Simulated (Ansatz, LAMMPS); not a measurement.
# Elastic response of amorphous SiO1.9 (78 atoms), part 3 of 3

Aim: relax amorphous SiO1.9 (78 atoms), then change its volume and shape to read moduli from the stress.

Ansatz 0.2.0; Kohn-Sham DFT, PBE, PAW (set soft_1), plane waves.

The cell: 27 Si and 51 O. The quench rate of 20 K/ps far exceeds what a furnace or splat quench reaches. The starting topology of bonds comes from the classical model. Sampling is at Γ alone.

So far. Step 9 (Volume -10 %): The relaxation converged after 18 steps, 4.94 eV below its start, with a largest force component of 0.044 eV/Å. Step 9 (Volume -10 %): Volume -10 %: the energy stands 1.69 eV above that of the reference, at a pressure of 5.01 GPa.

### Step 10. Stretched by 1 % along x

The relaxed cell is strained along x alone, which gives the stiffness along x and its coupling to y and z.

Input file input.yaml:

```yaml
crystal:
  lattice:
    - [11.03999, 0.1106, 0.24641]
    - [0.11171, 9.96387, 0.22335]
    - [0.24887, 0.22335, 10.1501]
  atoms:
    [... the 78 atom lines of step 4 ...]
kpoints:
  mp_grid: { grid: [1, 1, 1] }
hamiltonian:
  xc: pbe
  pseudopotentials: { kind: paw, azcp: { folder: soft_1 } }
scf:
  occupations: { method: fermi_dirac, width: 0.05 }
output:
  forces: true
  eigenvalues: true
  stress: true
relax:
  f_tol: 0.05
  max_steps: 70
```

Command:

```sh
ansatz run input.yaml --threads 4 --pin off --max-ram 8192MiB --backend cpu --events-out ev --progress --plain --runs-dir out
```

Numbers of over 12 decimals in the logs are rounded to 6 here.

Log:

```text
[...]
Crystal: 78 atoms, lattice volume = 1115.247 Å³
Basis set: ecut = 420 eV, 21793 PW (Γ), exchange–correlation on 150×144×144 points (8 copies of the dense FFT grid, shifted against one another)
Bands: 285, of which v1, the nominal top of the filled ones, is band 207 counted from 1 (206 counted from 0)
Symmetry: 1 space group operations
[...]
k-points: 1
[...]
SCF iter   1: F=—  HF=-46218.443736 eV  |F-HF|=—  |Δ(HF+E_count)|=         —  Δρ=1.18e-1  dr2=1.44e2  ethr=3.10e-3  ⟨swp⟩=6.0  Hψ=1277  notcnv=0  defer=45
[...]
SCF iter   8: F=—  HF=-46179.146710 eV  |F-HF|=—  |Δ(HF+E_count)|=   2.10e-4  Δρ=8.51e-5  dr2=8.63e-5  ethr=1.83e-7  ⟨swp⟩=2.0  Hψ=371  notcnv=0  defer=74
SCF iter   9: F=-46179.146650 eV  HF=-46179.146685 eV  |F-HF|=3.42e-5  |Δ(HF+E_count)|=   2.53e-5  Δρ=6.09e-5  dr2=3.40e-5  ethr=1.51e-8  ⟨swp⟩=17.0  Hψ=2021  notcnv=0
SCF 1 converged in 9 iterations: F = -46179.146650 eV  dr2 = 3.40e-5
[...]
relax step   1: F+E_penalty+E_count = -46179.14665044 eV  Δ(F+E_penalty+E_count) = +0.000e0 eV  max|allowed force component| = 7.243e-1 eV/Å  Δτ_max = 0.0000 Å  (9 SCF iters, dr2 threshold 6.25e-5 eV, accepted)
[...]
relax step   2: F+E_penalty+E_count = -46179.18997904 eV  Δ(F+E_penalty+E_count) = -4.333e-2 eV  max|allowed force component| = 3.656e-1 eV/Å  Δτ_max = 0.0208 Å  (5 SCF iters, dr2 threshold 3.28e-5 eV, accepted)
[...]
relax step   3: F+E_penalty+E_count = -46179.21531315 eV  Δ(F+E_penalty+E_count) = -2.533e-2 eV  max|allowed force component| = 7.079e-2 eV/Å  Δτ_max = 0.0272 Å  (6 SCF iters, dr2 threshold 8.36e-6 eV, accepted)
relax step   4: F+E_penalty+E_count = -46179.21271277 eV  Δ(F+E_penalty+E_count) = +2.600e-3 eV  max|allowed force component| = 2.045e-1 eV/Å  Δτ_max = 0.0187 Å  (8 SCF iters, rejected (line search))
[...]
relax step   5: F+E_penalty+E_count = -46179.21891875 eV  Δ(F+E_penalty+E_count) = -3.606e-3 eV  max|allowed force component| = 4.909e-2 eV/Å  Δτ_max = 0.0091 Å  (7 SCF iters, accepted)
SCF converged after 7 iterations
Free energy (F): -46179.218919 eV
[...]
Internal energy: -46179.218919 eV  (E = F + TS)
E sigma→0 (E₀):  -46179.218919 eV
Fermi energy:    4.812492 eV
[...]
Σ components = -46179.218919   (vs F -46179.218919, Δ=0.00e0)
--- Forces (eV/Å), atoms counted from 1 ---
  atom   1  Si     0.01038651    -0.01080146     0.00706897
  atom   2  Si    -0.03326309    -0.00585977     0.00289981
  atom   3  Si     0.01599809     0.02492987    -0.01244269
  atom   4  Si    -0.01306531    -0.00444585     0.01661135
[...]
atom  78  O      0.00240630     0.00166634     0.00105455
  max |Σ_I F_I| component: 2.51e-5 eV/Å
--- Stress (GPa, compression-positive) ---
       -1.158319      -0.007769      -0.036286
       -0.007769      -0.380409       0.077873
       -0.036286       0.077872      -0.313857
  P = ⅓ Tr σ = -0.6175 GPa (-6.175 kbar)
--- Band table (eV) ---
[...]
--- Relaxed structure (5 steps of the walk, 4 accepted, 0 SCFs on fresh bases) ---
  F+E_penalty+E_count = -46179.21891875 eV   max|allowed force component| = 4.909e-2 eV/Å
  atoms:
    - { symbol: Si, position: [0.831825, 0.434128, 0.937664] }
    - { symbol: Si, position: [0.388826, 0.470945, 0.192168] }
    - { symbol: Si, position: [0.076714, 0.519630, 0.330637] }
    - { symbol: Si, position: [0.00678467, 0.312856, 0.137453] }
[...]
- { symbol: O, position: [0.890504, 0.764894, 0.241510] }
```

Elapsed: 25 s, on 4 threads of INTEL XEON PLATINUM 8581C at 2.10GHz (Emerald Rapids), shared host; peak memory 1.3 GiB; 88 s of CPU time.

The relaxation converged after 5 steps, 0.0723 eV below its start, with a largest force component of 0.049 eV/Å.

Stretched by 1 % along x: the energy stands 0.0377 eV above that of the reference, at a pressure of -0.618 GPa.

### Step 11. Compressed by 1 % along x

The relaxed cell is strained along x alone, which gives the stiffness along x and its coupling to y and z.

input.yaml, the sections that differ from step 10:

```yaml
crystal:
  lattice:
    - [10.82137, 0.1106, 0.24641]
    - [0.10949, 9.96387, 0.22335]
    - [0.24395, 0.22335, 10.1501]
  atoms:
    [... the 78 atom lines of step 4 ...]
# kpoints, hamiltonian, scf, output, relax: as in step 10
```

Log:

```text
[...]
Crystal: 78 atoms, lattice volume = 1093.162 Å³
Basis set: ecut = 420 eV, 21367 PW (Γ), exchange–correlation on 150×144×144 points (8 copies of the dense FFT grid, shifted against one another)
Bands: 285, of which v1, the nominal top of the filled ones, is band 207 counted from 1 (206 counted from 0)
Symmetry: 1 space group operations
[...]
k-points: 1
[...]
SCF iter   1: F=—  HF=-46219.825461 eV  |F-HF|=—  |Δ(HF+E_count)|=         —  Δρ=1.21e-1  dr2=1.48e2  ethr=3.10e-3  ⟨swp⟩=6.0  Hψ=1277  notcnv=0  defer=43
[...]
SCF iter   9: F=-46179.142821 eV  HF=-46179.142851 eV  |F-HF|=3.01e-5  |Δ(HF+E_count)|=   2.43e-5  Δρ=5.82e-5  dr2=2.99e-5  ethr=1.51e-8  ⟨swp⟩=17.0  Hψ=2058  notcnv=0
SCF 1 converged in 9 iterations: F = -46179.142821 eV  dr2 = 2.99e-5
[...]
relax step   1: F+E_penalty+E_count = -46179.14282112 eV  Δ(F+E_penalty+E_count) = +0.000e0 eV  max|allowed force component| = 7.958e-1 eV/Å  Δτ_max = 0.0000 Å  (9 SCF iters, dr2 threshold 6.25e-5 eV, accepted)
[...]
relax step   2: F+E_penalty+E_count = -46179.18801932 eV  Δ(F+E_penalty+E_count) = -4.520e-2 eV  max|allowed force component| = 3.852e-1 eV/Å  Δτ_max = 0.0194 Å  (4 SCF iters, dr2 threshold 3.96e-5 eV, accepted)
[...]
relax step   3: F+E_penalty+E_count = -46179.21453391 eV  Δ(F+E_penalty+E_count) = -2.651e-2 eV  max|allowed force component| = 6.067e-2 eV/Å  Δτ_max = 0.0230 Å  (6 SCF iters, dr2 threshold 9.27e-6 eV, accepted)
relax step   4: F+E_penalty+E_count = -46179.19348296 eV  Δ(F+E_penalty+E_count) = +2.105e-2 eV  max|allowed force component| = 5.596e-1 eV/Å  Δτ_max = 0.0388 Å  (9 SCF iters, rejected (line search))
relax step   5: F+E_penalty+E_count = -46179.21866824 eV  Δ(F+E_penalty+E_count) = -4.134e-3 eV  max|allowed force component| = 5.148e-2 eV/Å  Δτ_max = 0.0102 Å  (8 SCF iters, accepted)
relax step   6: F+E_penalty+E_count = -46179.19581268 eV  Δ(F+E_penalty+E_count) = +2.286e-2 eV  max|allowed force component| = 2.601e-1 eV/Å  Δτ_max = 0.1000 Å  (9 SCF iters, rejected (line search))
[...]
relax step   7: F+E_penalty+E_count = -46179.22071782 eV  Δ(F+E_penalty+E_count) = -2.050e-3 eV  max|allowed force component| = 2.758e-2 eV/Å  Δτ_max = 0.0321 Å  (9 SCF iters, accepted)
SCF converged after 9 iterations
Free energy (F): -46179.220718 eV
[...]
Internal energy: -46179.220718 eV  (E = F + TS)
E sigma→0 (E₀):  -46179.220718 eV
Fermi energy:    4.985803 eV
[...]
--- Forces (eV/Å), atoms counted from 1 ---
  atom   1  Si     0.01227753     0.00027607     0.00386089
  atom   2  Si     0.00094964     0.01407667     0.00361554
  atom   3  Si    -0.00278753     0.00445302    -0.00184650
  atom   4  Si     0.00471862    -0.00177861    -0.00122729
  atom   5  Si     0.01347195    -0.00063511    -0.01416037
  atom   6  Si     0.00381856    -0.00084611    -0.00288608
  atom   7  Si     0.01058939     0.00987401     0.00451051
  atom   8  Si     0.01159881     0.01287600     0.00845326
  atom   9  Si     0.00647360    -0.00065331    -0.01701976
  atom  10  Si     0.00183403    -0.01035015     0.01272658
  atom  11  Si    -0.01456382     0.01627244     0.01409726
  atom  12  Si     0.00152088     0.01282501     0.00283743
  atom  13  Si    -0.00194808     0.00465938    -0.01804741
  atom  14  Si     0.00061859    -0.00104793    -0.00900115
[...]
atom  77  O     -0.00418984    -0.00736455    -0.00402992
  atom  78  O     -0.00010081     0.00633765    -0.00322463
  max |Σ_I F_I| component: 3.90e-5 eV/Å
--- Stress (GPa, compression-positive) ---
        1.110194      -0.026763       0.069938
       -0.026763       0.351916      -0.045191
        0.069939      -0.045190       0.296197
  P = ⅓ Tr σ = 0.5861 GPa (5.861 kbar)
--- Band table (eV) ---
[...]
--- Relaxed structure (7 steps of the walk, 5 accepted, 0 SCFs on fresh bases) ---
  F+E_penalty+E_count = -46179.22071782 eV   max|allowed force component| = 2.758e-2 eV/Å
  atoms:
    - { symbol: Si, position: [0.832786, 0.434362, 0.936979] }
    - { symbol: Si, position: [0.386150, 0.471260, 0.192770] }
    - { symbol: Si, position: [0.082272, 0.515124, 0.331670] }
    - { symbol: Si, position: [0.00681788, 0.312501, 0.138167] }
[...]
- { symbol: O, position: [0.891567, 0.763571, 0.239323] }
```

Run time: 36 s. Hardware: 4 threads; peak memory 1.3 GiB; 2.2 min of CPU time.

The relaxation converged after 7 steps, 0.0779 eV below its start, with a largest force component of 0.028 eV/Å.

Compressed by 1 % along x: the energy stands 0.0359 eV above that of the reference, at a pressure of 0.586 GPa.

### Step 12. Sheared by 2 % in xy

A shear of the relaxed cell gives the modulus that volume changes can't reach.

input.yaml, the sections that differ from step 11:

```yaml
crystal:
  lattice:
    - [10.93179, 0.21991, 0.24641]
    - [0.21024, 9.96498, 0.22335]
    - [0.24864, 0.22581, 10.1501]
  atoms:
    [... the 78 atom lines of step 4 ...]
# kpoints, hamiltonian, scf, output, relax: as in step 11
```

Log:

```text
[...]
Crystal: 78 atoms, lattice volume = 1104.095 Å³
Basis set: ecut = 420 eV, 21603 PW (Γ), exchange–correlation on 150×144×144 points (8 copies of the dense FFT grid, shifted against one another)
Bands: 285, of which v1, the nominal top of the filled ones, is band 207 counted from 1 (206 counted from 0)
Symmetry: 1 space group operations
[...]
k-points: 1
[...]
SCF iter   1: F=—  HF=-46219.078121 eV  |F-HF|=—  |Δ(HF+E_count)|=         —  Δρ=1.19e-1  dr2=1.46e2  ethr=3.10e-3  ⟨swp⟩=6.0  Hψ=1277  notcnv=0  defer=44
[...]
SCF iter   8: F=—  HF=-46179.105612 eV  |F-HF|=—  |Δ(HF+E_count)|=   1.70e-4  Δρ=7.72e-5  dr2=7.56e-5  ethr=1.81e-7  ⟨swp⟩=2.0  Hψ=385  notcnv=0  defer=74
SCF iter   9: F=-46179.105559 eV  HF=-46179.105589 eV  |F-HF|=2.99e-5  |Δ(HF+E_count)|=   2.33e-5  Δρ=5.83e-5  dr2=3.02e-5  ethr=1.51e-8  ⟨swp⟩=16.0  Hψ=1937  notcnv=0
SCF 1 converged in 9 iterations: F = -46179.105559 eV  dr2 = 3.02e-5
[...]
relax step   1: F+E_penalty+E_count = -46179.10555909 eV  Δ(F+E_penalty+E_count) = +0.000e0 eV  max|allowed force component| = 6.858e-1 eV/Å  Δτ_max = 0.0000 Å  (9 SCF iters, dr2 threshold 6.25e-5 eV, accepted)
[...]
relax step   2: F+E_penalty+E_count = -46179.16570205 eV  Δ(F+E_penalty+E_count) = -6.014e-2 eV  max|allowed force component| = 3.960e-1 eV/Å  Δτ_max = 0.0183 Å  (5 SCF iters, dr2 threshold 2.94e-5 eV, accepted)
[...]
relax step   3: F+E_penalty+E_count = -46179.20209792 eV  Δ(F+E_penalty+E_count) = -3.640e-2 eV  max|allowed force component| = 6.699e-2 eV/Å  Δτ_max = 0.0237 Å  (6 SCF iters, dr2 threshold 9.80e-6 eV, accepted)
relax step   4: F+E_penalty+E_count = -46179.14205811 eV  Δ(F+E_penalty+E_count) = +6.004e-2 eV  max|allowed force component| = 2.910e-1 eV/Å  Δτ_max = 0.1817 Å  (9 SCF iters, rejected (line search))
relax step   5: F+E_penalty+E_count = -46179.20731607 eV  Δ(F+E_penalty+E_count) = -5.218e-3 eV  max|allowed force component| = 6.089e-2 eV/Å  Δτ_max = 0.0372 Å  (9 SCF iters, accepted)
relax step   6: F+E_penalty+E_count = -46179.19698182 eV  Δ(F+E_penalty+E_count) = +1.033e-2 eV  max|allowed force component| = 2.959e-1 eV/Å  Δτ_max = 0.0452 Å  (9 SCF iters, rejected (line search))
relax step   7: F+E_penalty+E_count = -46179.20892469 eV  Δ(F+E_penalty+E_count) = -1.609e-3 eV  max|allowed force component| = 6.231e-2 eV/Å  Δτ_max = 0.0183 Å  (8 SCF iters, accepted)
relax step   8: F+E_penalty+E_count = -46179.20973353 eV  Δ(F+E_penalty+E_count) = -8.088e-4 eV  max|allowed force component| = 3.695e-2 eV/Å  Δτ_max = 0.0223 Å  (5 SCF iters, dr2 threshold 3.21e-6 eV, accepted)
[...]
relax step   9: F+E_penalty+E_count = -46179.20973506 eV  Δ(F+E_penalty+E_count) = -1.533e-6 eV  max|allowed force component| = 3.711e-2 eV/Å  Δτ_max = 0.0000 Å  (5 SCF iters, accepted)
SCF converged after 5 iterations
Free energy (F): -46179.209735 eV
[...]
Internal energy: -46179.209735 eV  (E = F + TS)
E sigma→0 (E₀):  -46179.209735 eV
Fermi energy:    4.908764 eV
[...]
Σ components = -46179.209735   (vs F -46179.209735, Δ=0.00e0)
--- Forces (eV/Å), atoms counted from 1 ---
  atom   1  Si    -0.00200261    -0.00549489     0.01152537
  atom   2  Si     0.00378902    -0.00757454     0.00120597
  atom   3  Si    -0.00479163     0.00679674    -0.00328506
  atom   4  Si    -0.00324960    -0.00955263    -0.00553004
[...]
atom  78  O      0.00092503    -0.00490304    -0.01227821
  max |Σ_I F_I| component: 3.46e-5 eV/Å
--- Stress (GPa, compression-positive) ---
        0.005921      -0.747960      -0.005364
       -0.747960      -0.026096       0.024069
       -0.005364       0.024068      -0.068100
  P = ⅓ Tr σ = -0.0294 GPa (-0.294 kbar)
--- Band table (eV) ---
[...]
--- Relaxed structure (9 steps of the walk, 7 accepted, 0 SCFs on fresh bases) ---
  F+E_penalty+E_count = -46179.20973506 eV   max|allowed force component| = 3.711e-2 eV/Å
  atoms:
    - { symbol: Si, position: [0.831639, 0.431987, 0.935634] }
    - { symbol: Si, position: [0.387643, 0.471749, 0.194150] }
    - { symbol: Si, position: [0.080552, 0.512712, 0.331828] }
    - { symbol: Si, position: [0.00641002, 0.310737, 0.137958] }
[...]
- { symbol: O, position: [0.894313, 0.761945, 0.243781] }
```

Elapsed: 45 s, on 4 threads; peak memory 1.3 GiB; 2.7 min of CPU time.

The relaxation converged after 9 steps, 0.104 eV below its start, with a largest force component of 0.037 eV/Å.

Sheared by 2 % in xy: the energy stands 0.0469 eV above that of the reference, at a pressure of -0.0294 GPa.

### Step 13. Pressure against volume

Atoms are relaxed at each volume, in the scaled cell.

```tsv
volume change (%)	volume (Å³/atom)	energy change (meV/atom)	pressure (GPa)	largest move on relaxing (Å)	bonds	gap (eV)
-10	12.741	21.71	5.01	0.61	105	3.25
-6	13.307	7.80	2.96	0.34	105	3.04
-3	13.732	1.94	1.51	0.15	105	2.97
+0	14.156	0.00	0.01	-	105	2.91
+3	14.581	1.81	-1.47	0.18	105	2.87
+6	15.006	7.53	-2.82	0.29	104	2.57
```

### Step 14. Uniaxial strain and shear

Stress (GPa, compression positive) less that of the relaxed cell, atoms relaxed:

```tsv
strain	xx	yy	zz	xy	energy change (meV/atom)
stretched by 1 % along x	-1.154	-0.402	-0.328	0.003	0.48
compressed by 1 % along x	1.115	0.331	0.282	-0.016	0.46
sheared by 2 % in xy	0.011	-0.047	-0.082	-0.737	0.60
```

### Step 15. Outcome

The bulk modulus, from the slope of pressure against ln V over the three points nearest the relaxed volume, is 49.6 GPa; between neighbouring points the slope runs 47, 46, 49, 50 and 47 GPa from the smallest volume up, without a steady fall, so no pressure derivative is given. The count of bonds runs from 104 to 105 over the series, so at some points contacts cross the cutoffs. At -10 % some atom moved by over 0.5 Å on relaxing, so that point may sit in another local minimum. The gap goes from 3.25 eV at the smallest volume to 2.57 eV at the largest, -3.5 eV per unit of ln V by a straight line, on the run's k-points. In the Cartesian axes of the cell, finite differences give C11 = 113, C12 = 36.6, C13 = 30.5 and C66 = 36.9 GPa (the shear of 2 % is the engineering strain, εxy = 0.01). The mean of C11, C12 and C13, which equals the bulk modulus in a cubic or isotropic solid, is 60.2 GPa: it lies 21 % over the bulk modulus from the volumes. For an isotropic solid C66 would equal (C11 − C12)/2 = 38.4 GPa; so small a sample needn't be isotropic, and C66 rests on one shear. With the bulk modulus and C66 as K and G, Young's modulus would be about 89 GPa and Poisson's ratio 0.20.

Caveats: Strains are finite and relaxations stop at the force tolerance of the input, which can leave moduli too stiff; they are those of a static cell at zero temperature. Volumes are changed with the cell's shape held, so in an anisotropic solid the modulus lies over the one under free hydrostatic load. The program notes that the SCF threshold of the relaxations is loose for the stress.

The DFT runs together took 12 min of wall time.

[Logs are printed without paths, hosts, clocks, repeated set-up lines and the standing remarks that a program may print on its own settings, such as how far it seeks lower states.]

[Hosts, paths, dates, database ids (printed as entryN), source tags and the programs' standing remarks are cut or masked in the printed files.]
